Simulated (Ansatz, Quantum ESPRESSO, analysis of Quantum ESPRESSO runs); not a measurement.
**Interstitial H in fcc Al, hop from a tetrahedral to the next octahedral site: migration barrier against experiment (Quantum ESPRESSO)**

Aim: the migration barrier of interstitial H in fcc Al, hop from a tetrahedral to the next octahedral site, to be set beside the measurement. Set-up: PBEsol, GBRV 1.5 PBEsol, 32-site cell, PBEsol lattice, k: 3x3x3, start relaxed with Ansatz. The model is a cell of 32 host atoms with 1 H put in. The barrier is the energy of the highest image of a climbing band over the relaxed site that the atom leaves. A local or semilocal functional is the cheapest first rung.

**The experiment.** Migration barrier: 0.452 eV, by diffusion measurements (T > 250 K); average of cited values (quoted in “Explainable Machine Learning for Hydrogen Diffusion in Metals and Random Binary Alloys”, 2023, G. M. Lu et al., quoting earlier work (1981)). The calculation is set beside it at the end.

Calculated with Quantum ESPRESSO 7.5; Quantum ESPRESSO plane-wave DFT, PBEsol, GBRV 1.5 PBEsol potentials; relaxation of all atoms of a defect supercell.

### Step 1. The structure

The cell holds 33 atoms: 32 Al and 1 H. Cell: a = 8.027 Å, b = 8.027 Å, c = 8.027 Å, α = 90.0°, β = 90.0°, γ = 90.0°. It derives from Al (space group Fm-3m). Nearest the centre at fractional (0.375, 0.375, 0.375): H33 at 0.00 Å, Al29 at 1.86 Å, Al18 at 1.86 Å, Al8 at 1.86 Å, Al11 at 1.86 Å, Al16 at 3.32 Å, Al24 at 3.32 Å, Al15 at 3.32 Å.

The host's primitive cell comes from a first run (Quantum ESPRESSO plane-wave DFT, PBEsol, GBRV 1.5 PBEsol potentials; relaxation of cell and atoms of a defect-free cell): vectors of 2.838, 2.838 and 2.838 Å. That is 16.16 Å³ an atom, 2.7 % under the diffraction cell's volume. The supercell is built on it.

This program's steps are dear, so the start below was first relaxed with Ansatz (plane-wave PAW DFT, PBEsol; 8.1 s).

### Step 2. Relaxation, charge 0

A barrier counts from a true minimum, so both ends of the jump are relaxed first.

File pw.in:

```
&CONTROL
  calculation = 'relax'
  prefix = 'pwscf'
  outdir = './tmp'
  pseudo_dir = './pseudo'
  tprnfor = .true.
  disk_io = 'low'
  nstep = 70
  forc_conv_thr = 0.00078
  etot_conv_thr = 0.0001
/
&SYSTEM
  ibrav = 0
  nat = 33
  ntyp = 2
  ecutwfc = 45
  ecutrho = 360
  nbnd = 63
  occupations = 'smearing'
  smearing = 'mv'
  degauss = 0.00734986
/
&ELECTRONS
  conv_thr = 3d-08
  electron_maxstep = 100
  mixing_beta = 0.5
/
&IONS
  ion_dynamics = 'bfgs'
/
ATOMIC_SPECIES
Al    26.9815 al_pbesol_v1.uspp.F.UPF
H      1.0080 h_pbesol_v1.4.uspp.F.UPF
CELL_PARAMETERS angstrom
   8.0266502575    0.0000000000    0.0000000000
   0.0000000000    8.0266502575    0.0000000000
   0.0000000000    0.0000000000    8.0266502575
ATOMIC_POSITIONS crystal
Al     0.0003852397    0.0003852397    0.0003852397
Al     0.0009059924    0.2504704251    0.2504704251
Al     0.2504704251    0.0009059924    0.2504704251
Al     0.2504704251    0.2504704251    0.0009059924
Al    -0.0021259704   -0.0021259704    0.5004175002
Al    -0.0021259704    0.2495824998    0.7521259704
Al     0.2495824998   -0.0021259704    0.7521259704
Al     0.2409788114    0.2409788114    0.5090211886
Al    -0.0021259704    0.5004175002   -0.0021259704
Al    -0.0021259704    0.7521259704    0.2495824998
Al     0.2409788114    0.5090211886    0.2409788114
Al     0.2495824998    0.7521259704   -0.0021259704
Al     0.0009059924    0.4995295749    0.4995295749
Al     0.0003852397    0.7496147603    0.7496147603
Al     0.2504704251    0.4995295749    0.7490940076
Al     0.2504704251    0.7490940076    0.4995295749
Al     0.5004175002   -0.0021259704   -0.0021259704
Al     0.5090211886    0.2409788114    0.2409788114
Al     0.7521259704   -0.0021259704    0.2495824998
Al     0.7521259704    0.2495824998   -0.0021259704
Al     0.4995295749    0.0009059924    0.4995295749
Al     0.4995295749    0.2504704251    0.7490940076
Al     0.7496147603    0.0003852397    0.7496147603
Al     0.7490940076    0.2504704251    0.4995295749
Al     0.4995295749    0.4995295749    0.0009059924
Al     0.4995295749    0.7490940076    0.2504704251
Al     0.7490940076    0.4995295749    0.2504704251
Al     0.7496147603    0.7496147603    0.0003852397
Al     0.5090211886    0.5090211886    0.5090211886
Al     0.5004175002    0.7521259704    0.7521259704
Al     0.7521259704    0.5004175002    0.7521259704
Al     0.7521259704    0.7521259704    0.5004175002
H      0.3750000000    0.3750000000    0.3750000000
K_POINTS automatic
3 3 3 0 0 0
```

Started as:

```bash
$ OMP_NUM_THREADS=1 mpirun -n 4 pw.x -nk 4 -in pw.in > pw.out
```

The log of the run:

```text
This program is part of the open-source Quantum ESPRESSO suite
     for quantum simulation of materials; please cite
         "P. Giannozzi et al., J. Phys.:Condens. Matter 21 395502 (2009);
         "P. Giannozzi et al., J. Phys.:Condens. Matter 29 465901 (2017);
         "P. Giannozzi et al., J. Chem. Phys. 152 154105 (2020);
          URL
     in publications or presentations arising from this work. More details at

     Message from routine setup:
     using ibrav=0 with symmetry is DISCOURAGED, use correct ibrav instead

     K-points division:     npool     =       4
     Subspace diagonalization in iterative solution of the eigenvalue problem:
     a serial algorithm will be used

     G-vector sticks info
     --------------------
     sticks:   dense  smooth     PW     G-vecs:    dense   smooth      PW
     Sum        6589    3305    885               402647   142609   19837

     Using Slab Decomposition

     bravais-lattice index     =            0
     lattice parameter (alat)  =      15.1682  a.u.
     unit-cell volume          =    3489.7926 (a.u.)^3
     number of atoms/cell      =           33
     number of atomic types    =            2
     number of electrons       =        97.00
     number of Kohn-Sham states=           63
     kinetic-energy cutoff     =      45.0000  Ry
     charge density cutoff     =     360.0000  Ry
     scf convergence threshold =      3.0E-08
     mixing beta               =       0.5000
     number of iterations used =            8  plain     mixing
     energy convergence thresh.=      1.0E-04
     force convergence thresh. =      7.8E-04
     Exchange-correlation= SLA  PW   PSX  PSC
                           (   1   4  10   8   0   0   0)
     nstep                     =           70

     celldm(1)=  15.168171  celldm(2)=   0.000000  celldm(3)=   0.000000
     celldm(4)=   0.000000  celldm(5)=   0.000000  celldm(6)=   0.000000

     crystal axes: (cart. coord. in units of alat)
               a(1) = (   1.000000   0.000000   0.000000 )
               a(2) = (   0.000000   1.000000   0.000000 )
               a(3) = (   0.000000   0.000000   1.000000 )

     reciprocal axes: (cart. coord. in units 2 pi/alat)
               b(1) = (  1.000000  0.000000  0.000000 )
               b(2) = (  0.000000  1.000000  0.000000 )
               b(3) = (  0.000000  0.000000  1.000000 )

     PseudoPot. # 1 for Al read from file:
     al_pbesol_v1.uspp.F.UPF
     Pseudo is Ultrasoft + core correction, Zval =  3.0
     Generated by new atomic code, or converted to UPF format
     Using radial grid of  893 points,  3 beta functions with:
                l(1) =   0
                l(2) =   1
                l(3) =   2
     Q(r) pseudized with  8 coefficients,  rinner =    0.900   0.900   0.900
                                                       0.900   0.900

     PseudoPot. # 2 for H  read from file:
     h_pbesol_v1.4.uspp.F.UPF
     Pseudo is Ultrasoft, Zval =  1.0
     Generated by new atomic code, or converted to UPF format
     Using radial grid of  615 points,  2 beta functions with:
                l(1) =   0
                l(2) =   0
     Q(r) pseudized with  8 coefficients,  rinner =    0.700

     atomic species   valence    mass     pseudopotential
     Al                3.00    26.98150     Al( 1.00)
     H                 1.00     1.00800     H ( 1.00)

     24 Sym. Ops. (no inversion) found (18 have fractional translation)

   Cartesian axes

     site n.     atom                  positions (alat units)
         1        Al     tau(   1) = (   0.0003852   0.0003852   0.0003852  )
         2        Al     tau(   2) = (   0.0009060   0.2504704   0.2504704  )
         3        Al     tau(   3) = (   0.2504704   0.0009060   0.2504704  )
         4        Al     tau(   4) = (   0.2504704   0.2504704   0.0009060  )
         5        Al     tau(   5) = (  -0.0021260  -0.0021260   0.5004175  )
         6        Al     tau(   6) = (  -0.0021260   0.2495825   0.7521260  )
         7        Al     tau(   7) = (   0.2495825  -0.0021260   0.7521260  )
         8        Al     tau(   8) = (   0.2409788   0.2409788   0.5090212  )
         9        Al     tau(   9) = (  -0.0021260   0.5004175  -0.0021260  )
        10        Al     tau(  10) = (  -0.0021260   0.7521260   0.2495825  )
        11        Al     tau(  11) = (   0.2409788   0.5090212   0.2409788  )
        12        Al     tau(  12) = (   0.2495825   0.7521260  -0.0021260  )
        13        Al     tau(  13) = (   0.0009060   0.4995296   0.4995296  )
        14        Al     tau(  14) = (   0.0003852   0.7496148   0.7496148  )
        15        Al     tau(  15) = (   0.2504704   0.4995296   0.7490940  )
        16        Al     tau(  16) = (   0.2504704   0.7490940   0.4995296  )
[...]
25        Al     tau(  25) = (   0.4995296   0.4995296   0.0009060  )
        26        Al     tau(  26) = (   0.4995296   0.7490940   0.2504704  )
        27        Al     tau(  27) = (   0.7490940   0.4995296   0.2504704  )
        28        Al     tau(  28) = (   0.7496148   0.7496148   0.0003852  )
        29        Al     tau(  29) = (   0.5090212   0.5090212   0.5090212  )
        30        Al     tau(  30) = (   0.5004175   0.7521260   0.7521260  )
        31        Al     tau(  31) = (   0.7521260   0.5004175   0.7521260  )
        32        Al     tau(  32) = (   0.7521260   0.7521260   0.5004175  )
        33        H      tau(  33) = (   0.3750000   0.3750000   0.3750000  )

     number of k points=     4  Marzari-Vanderbilt smearing, width (Ry)=  0.0073
                       cart. coord. in units 2pi/alat
        k(    1) = (   0.0000000   0.0000000   0.0000000), wk =   0.0740741
        k(    2) = (   0.0000000   0.0000000   0.3333333), wk =   0.4444444
        k(    3) = (   0.0000000   0.3333333   0.3333333), wk =   0.8888889
        k(    4) = (   0.3333333   0.3333333   0.3333333), wk =   0.5925926

     Dense  grid:   402647 G-vectors     FFT dimensions: (  96,  96,  96)

     Smooth grid:   142609 G-vectors     FFT dimensions: (  72,  72,  72)

     Initial potential from superposition of free atoms

     starting charge      96.9247, renormalised to      97.0000
     Starting wfcs are  129 randomized atomic wfcs

     Self-consistent Calculation

     iteration #  1     ecut=    45.00 Ry     beta= 0.50
     Davidson diagonalization with overlap
     ethr =  1.00E-02,  avg # of iterations =  3.0
     Minimization algorithm failed to find Fermi energy: reverting to bisection
     Possible cause: smearing is larger than the electronic band-gap.

[...]
ethr =  2.61E-08,  avg # of iterations =  3.0

     total energy              =    -214.41636941 Ry
     estimated scf accuracy    <       0.00000133 Ry

     iteration #  8     ecut=    45.00 Ry     beta= 0.50
     Davidson diagonalization with overlap
     ethr =  1.37E-09,  avg # of iterations =  5.8

     total energy              =    -214.41636968 Ry
     estimated scf accuracy    <       0.00000014 Ry

     iteration #  9     ecut=    45.00 Ry     beta= 0.50
     Davidson diagonalization with overlap
     ethr =  1.40E-10,  avg # of iterations =  4.5

     total energy              =    -214.41636971 Ry
     estimated scf accuracy    <       0.00000005 Ry

     iteration # 10     ecut=    45.00 Ry     beta= 0.50
     Davidson diagonalization with overlap
     ethr =  5.48E-11,  avg # of iterations =  2.2

     End of self-consistent calculation

          k = 0.0000 0.0000 0.0000 ( 17845 PWs)   bands (ev):

    -3.3577  -1.6451  -0.9698  -0.9698  -0.9698  -0.9620  -0.9620   0.4270
     1.2404   1.2404   1.2404   1.2652   1.2652   1.3089   1.3089   1.3089
     1.3097   1.3097   1.3097   2.9248   3.3718   3.3718   3.3718   3.4904
     3.6767   3.6767   3.6767   4.7340   5.0961   5.0961   6.2355   6.4581
     6.4581   6.4581   7.1373   7.1373   7.1595   7.1595   7.1595   7.1907
     7.1907   7.1907   7.2387   7.2387   7.2626   8.1623   8.1623   8.1623
     8.2337   8.2337   8.2337   8.7362   9.1937   9.1940   9.1942   9.2564
     9.2564   9.2564   9.2659   9.2662   9.2672   9.3279   9.3280

          k = 0.0000 0.0000 0.3333 ( 17772 PWs)   bands (ev):

    -3.1174  -2.3505  -1.2667  -0.7191  -0.7191  -0.7112  -0.2160   0.0358
     0.0358   0.0432   0.6725   1.1888   1.5084   1.5467   1.5467   1.9917
     2.2461   2.2860   2.2860   2.7666   3.0020   3.0020   3.0046   3.0074
     4.4668   5.1529   5.1529   5.1574   5.1822   5.1958   5.2364   5.2364
     5.2979   5.3369   5.8543   6.0424   6.6999   6.6999   6.8676   7.3201
     7.3357   7.3357   7.4027   7.4027   7.4027   7.4361   7.4423   7.4423
     7.9602   8.1203   8.1203   8.1445   8.7101   8.8280   8.8971   8.8971
     8.9194   8.9516   8.9705   9.6313   9.6523   9.6523   9.7109

          k = 0.0000 0.3333 0.3333 ( 17799 PWs)   bands (ev):

    -2.8839  -2.2069  -1.9753  -1.3464  -0.7170  -0.4661  -0.0612   0.2750
     0.2785   0.2998   0.7920   1.0117   1.0333   1.0452   1.6262   1.7915
[...]
8.4640   8.5899   8.9564   9.0122   9.0173   9.0357   9.0545   9.0652
     9.1828   9.2297   9.6475   9.7517   9.7901   9.7924  10.7667

          k = 0.3333 0.3333 0.3333 ( 17788 PWs)   bands (ev):

    -2.6616  -2.0609  -1.7226  -1.7226  -1.1821  -0.9645  -0.9645  -0.2945
     0.7751   1.2791   1.2791   1.6192   1.9925   1.9925   2.0421   2.0421
     2.0477   2.5431   2.7749   2.7749   3.2363   3.4883   3.4883   3.8629
     4.1668   4.1668   4.2182   4.2182   4.2253   4.6686   4.7820   4.7820
     4.9967   5.1149   5.1149   5.5540   5.7136   5.7136   6.7335   7.0628
     7.0628   7.1037   7.1226   7.1226   7.6058   7.7871   7.7871   7.8274
     7.8424   7.8424   8.5181   8.9198   9.1012   9.1012   9.4425   9.6133
     9.6134   9.8022   9.9093   9.9094  10.0886  10.1502  10.1503

     the Fermi energy is     7.9083 ev

!    total energy              =    -214.41636972 Ry
     estimated scf accuracy    <          5.3E-09 Ry
     smearing contrib. (-TS)   =       0.00268324 Ry
     internal energy E=F+TS    =    -214.41905296 Ry

     The total energy is F=E-TS. E is the sum of the following terms:
     one-electron contribution =      97.58051875 Ry
     hartree contribution      =       0.55713961 Ry
     xc contribution           =    -137.28001312 Ry
     ewald contribution        =    -175.27669821 Ry

     convergence has been achieved in  10 iterations

     Forces acting on atoms (cartesian axes, Ry/au):

     atom    1 type  1   force =    -0.00005923   -0.00005923   -0.00005923
     atom    2 type  1   force =     0.00003304   -0.00014823   -0.00014823
     atom    3 type  1   force =    -0.00014823    0.00003304   -0.00014823
     atom    4 type  1   force =    -0.00014823   -0.00014823    0.00003304
     atom    5 type  1   force =     0.00009549    0.00009549    0.00033022
     atom    6 type  1   force =     0.00009549   -0.00033022   -0.00009549
     atom    7 type  1   force =    -0.00033022    0.00009549   -0.00009549
     atom    8 type  1   force =    -0.00012271   -0.00012271    0.00012271
     atom    9 type  1   force =     0.00009549    0.00033022    0.00009549
     atom   10 type  1   force =     0.00009549   -0.00009549   -0.00033022
     atom   11 type  1   force =    -0.00012271    0.00012271   -0.00012271
     atom   12 type  1   force =    -0.00033022   -0.00009549    0.00009549
     atom   13 type  1   force =     0.00003304    0.00014823    0.00014823
     atom   14 type  1   force =    -0.00005923    0.00005923    0.00005923
     atom   15 type  1   force =    -0.00014823    0.00014823   -0.00003304
     atom   16 type  1   force =    -0.00014823   -0.00003304    0.00014823
[...]
atom   26 type  1   force =     0.00014823   -0.00003304   -0.00014823
     atom   27 type  1   force =    -0.00003304    0.00014823   -0.00014823
     atom   28 type  1   force =     0.00005923    0.00005923   -0.00005923
     atom   29 type  1   force =     0.00012271    0.00012271    0.00012271
     atom   30 type  1   force =     0.00033022   -0.00009549   -0.00009549
     atom   31 type  1   force =    -0.00009549    0.00033022   -0.00009549
     atom   32 type  1   force =    -0.00009549   -0.00009549    0.00033022
     atom   33 type  2   force =     0.00000000    0.00000000    0.00000000

     Total force =     0.001513     Total SCF correction =     0.000099

     BFGS Geometry Optimization
     Energy error            =      2.3E-06 Ry
     Gradient error          =      3.3E-04 Ry/Bohr

     bfgs converged in   1 scf cycles and   0 bfgs steps
     (criteria: energy <  1.0E-04 Ry, force <  7.8E-04 Ry/Bohr)

     End of BFGS Geometry Optimization

     Final energy             =    -214.4163697202 Ry
Begin final coordinates

ATOMIC_POSITIONS (crystal)
Al               0.0003852397        0.0003852397        0.0003852397
Al               0.0009059924        0.2504704251        0.2504704251
Al               0.2504704251        0.0009059924        0.2504704251
Al               0.2504704251        0.2504704251        0.0009059924
Al              -0.0021259704       -0.0021259704        0.5004175002
Al              -0.0021259704        0.2495824998        0.7521259704
Al               0.2495824998       -0.0021259704        0.7521259704
Al               0.2409788114        0.2409788114        0.5090211886
Al              -0.0021259704        0.5004175002       -0.0021259704
Al              -0.0021259704        0.7521259704        0.2495824998
Al               0.2409788114        0.5090211886        0.2409788114
Al               0.2495824998        0.7521259704       -0.0021259704
Al               0.0009059924        0.4995295749        0.4995295749
Al               0.0003852397        0.7496147603        0.7496147603
Al               0.2504704251        0.4995295749        0.7490940076
Al               0.2504704251        0.7490940076        0.4995295749
[...]
Al               0.4995295749        0.7490940076        0.2504704251
Al               0.7490940076        0.4995295749        0.2504704251
Al               0.7496147603        0.7496147603        0.0003852397
Al               0.5090211886        0.5090211886        0.5090211886
Al               0.5004175002        0.7521259704        0.7521259704
Al               0.7521259704        0.5004175002        0.7521259704
Al               0.7521259704        0.7521259704        0.5004175002
H                0.3750000000        0.3750000000        0.3750000000
End final coordinates

=------------------------------------------------------------------------------=
   JOB DONE.
=------------------------------------------------------------------------------=
```

It took 41 s on 4 MPI ranks of Arm Neoverse V2, shared host; peak memory 1.7 GiB.

No atom moved by 0.005 Å in the relaxation.

Neighbours of H33 at the end:

```
atom  distance (Å)
 Al8         1.863
Al29         1.863
Al11         1.863
Al18         1.863
Al13         3.319
 Al4         3.319
Al15         3.319
Al21         3.319
Al25         3.319
Al27         3.319
Al26         3.319
Al24         3.319
Al22         3.319
Al16         3.319
 Al2         3.319
 Al3         3.319
```

(Part 1 of 3 ends here.)

[Logs are printed without paths, hosts, clocks, repeated set-up lines and the standing remarks that a program may print on its own settings, such as how far it seeks lower states.]

[Hosts, paths, dates, database ids (printed as entryN), source tags and the programs' standing remarks are cut or masked in the printed files.]

[For some hosts the program warned that the k-mesh of the response run may be too coarse for force constants and the static dielectric constant; such warnings are not shown here.]
